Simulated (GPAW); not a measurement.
Consider InSe (R3m).

```xyz
4
Lattice="2.0000 1.1547 8.4400 -2.0000 1.1547 8.4400 0.0000 -2.3094 8.4400" Properties=species:S:1:pos:R:3 pbc="T T T"
In    0.0000    0.0000   22.4994
In    0.0000    0.0000    0.0000
Se    0.0000    0.0000    4.3525
Se    0.0000    0.0000    9.7102
```

Absorber: atom 3, with 3 In at 2.63 Å (pyramidal, site symmetry 3m). Method: GPAW, LDA, full core hole (charged cell), 12-atom cell with 6.9 Å between holes, 3×3×2 k points, dipole transitions, Gaussian full width 2.33 eV up to 4 eV, rising linearly to 3.5 eV at 25 eV.

The database entry behind the starting cell differs from later determinations by our own check (c about 1.5 % long), so it need not match the best structure at ambient conditions.

Q: What does the Se K edge look like?

Main maxima up to 30 eV above the zero (height): 1.8 eV (1.52), 8.0 eV (1.28), 19.6 eV (0.99) and 25.6 eV (1.11). A K edge sees empty p states on the absorber. 

The Se K spectrum (energy from the lowest empty level; intensity scaled to a mean of 1 over the first 20 eV; polarised curves are means over the symmetry-equivalent atoms):

| E (eV) | isotropic | ε ⊥ c | ε ∥ c |
| --- | --- | --- | --- |
| -2.0 | 0.00 | 0.00 | 0.01 |
| -1.5 | 0.02 | 0.02 | 0.02 |
| -1.0 | 0.07 | 0.06 | 0.08 |
| -0.5 | 0.20 | 0.18 | 0.24 |
| 0.0 | 0.45 | 0.42 | 0.51 |
| 0.5 | 0.83 | 0.81 | 0.88 |
| 1.0 | 1.23 | 1.24 | 1.21 |
| 1.5 | 1.48 | 1.54 | 1.34 |
| 2.0 | 1.50 | 1.62 | 1.26 |
| 2.5 | 1.38 | 1.53 | 1.06 |
| 3.0 | 1.26 | 1.45 | 0.87 |
| 3.5 | 1.20 | 1.43 | 0.75 |
| 4.0 | 1.15 | 1.40 | 0.66 |
| 4.5 | 1.06 | 1.30 | 0.59 |
| 5.0 | 0.95 | 1.15 | 0.55 |
| 5.5 | 0.89 | 1.04 | 0.58 |
| 6.0 | 0.92 | 1.04 | 0.69 |
| 6.5 | 1.03 | 1.10 | 0.89 |
| 7.0 | 1.15 | 1.17 | 1.11 |
| 7.5 | 1.24 | 1.21 | 1.30 |
| 8.0 | 1.28 | 1.22 | 1.41 |
| 8.5 | 1.26 | 1.19 | 1.41 |
| 9.0 | 1.19 | 1.12 | 1.33 |
| 9.5 | 1.07 | 1.01 | 1.20 |
| 10.0 | 0.94 | 0.87 | 1.07 |
| 10.5 | 0.81 | 0.74 | 0.96 |
| 11.0 | 0.72 | 0.65 | 0.86 |
| 11.5 | 0.68 | 0.63 | 0.79 |
| 12.0 | 0.68 | 0.65 | 0.74 |
| 12.5 | 0.70 | 0.70 | 0.71 |
| 13.0 | 0.74 | 0.75 | 0.71 |
| 13.5 | 0.77 | 0.79 | 0.73 |
| 14.0 | 0.80 | 0.81 | 0.78 |
| 14.5 | 0.83 | 0.83 | 0.85 |
| 15.0 | 0.87 | 0.84 | 0.92 |
| 15.5 | 0.89 | 0.85 | 0.99 |
| 16.0 | 0.92 | 0.86 | 1.03 |
| 16.5 | 0.93 | 0.87 | 1.06 |
| 17.0 | 0.94 | 0.88 | 1.06 |
| 17.5 | 0.95 | 0.89 | 1.05 |
| 18.0 | 0.96 | 0.91 | 1.05 |
| 18.5 | 0.97 | 0.94 | 1.04 |
| 19.0 | 0.98 | 0.97 | 1.02 |
| 19.5 | 0.99 | 0.98 | 1.01 |
| 20.0 | 0.98 | 0.98 | 0.98 |
| 20.5 | 0.96 | 0.97 | 0.95 |
| 21.0 | 0.94 | 0.95 | 0.92 |
| 21.5 | 0.92 | 0.94 | 0.89 |
| 22.0 | 0.92 | 0.95 | 0.88 |
| 22.5 | 0.95 | 0.98 | 0.88 |
| 23.0 | 0.99 | 1.03 | 0.90 |
| 23.5 | 1.03 | 1.08 | 0.92 |
| 24.0 | 1.06 | 1.13 | 0.93 |
| 24.5 | 1.09 | 1.16 | 0.94 |
| 25.0 | 1.10 | 1.18 | 0.94 |
| 25.5 | 1.11 | 1.19 | 0.94 |
| 26.0 | 1.11 | 1.18 | 0.95 |
| 26.5 | 1.10 | 1.16 | 0.97 |
| 27.0 | 1.08 | 1.12 | 1.00 |
| 27.5 | 1.06 | 1.07 | 1.04 |
| 28.0 | 1.04 | 1.02 | 1.08 |
| 28.5 | 1.03 | 0.98 | 1.11 |
| 29.0 | 1.02 | 0.96 | 1.12 |
| 29.5 | 1.02 | 0.97 | 1.12 |
| 30.0 | 1.04 | 1.00 | 1.11 |
| 30.5 | 1.06 | 1.05 | 1.10 |
| 31.0 | 1.09 | 1.09 | 1.09 |
| 31.5 | 1.12 | 1.13 | 1.10 |
| 32.0 | 1.14 | 1.15 | 1.11 |

The script folds with a Gaussian, whereas the core hole's own line is a Lorentzian, so the onset is too steep and the first peak too high. The crystal has 2 inequivalent Se sites and not all are shown here, while a measurement adds them all. The mesh is coarse (0.37 Å⁻¹ between points), so small maxima may be mesh ripples. The structure is a published determination, not relaxed.

[Banner, clock and machine lines of the logs are left out without a mark of their own.]

[Logs are printed without paths, hosts, clocks, repeated set-up lines and the standing remarks that a program may print on its own settings, such as how far it seeks lower states.]

[Hosts, paths, dates, database ids (printed as entryN), source tags and the programs' standing remarks are cut or masked in the printed files.]

[Lists of maxima count a maximum above −3 eV only where it reaches 4 % of the highest in the window and stands out from its surroundings by 2 % of it (1.5 % where it reaches 55 %); shoulders and weaker maxima are passed over, and of the rest the first, up to two pre-edge ones and the few strongest are named.]
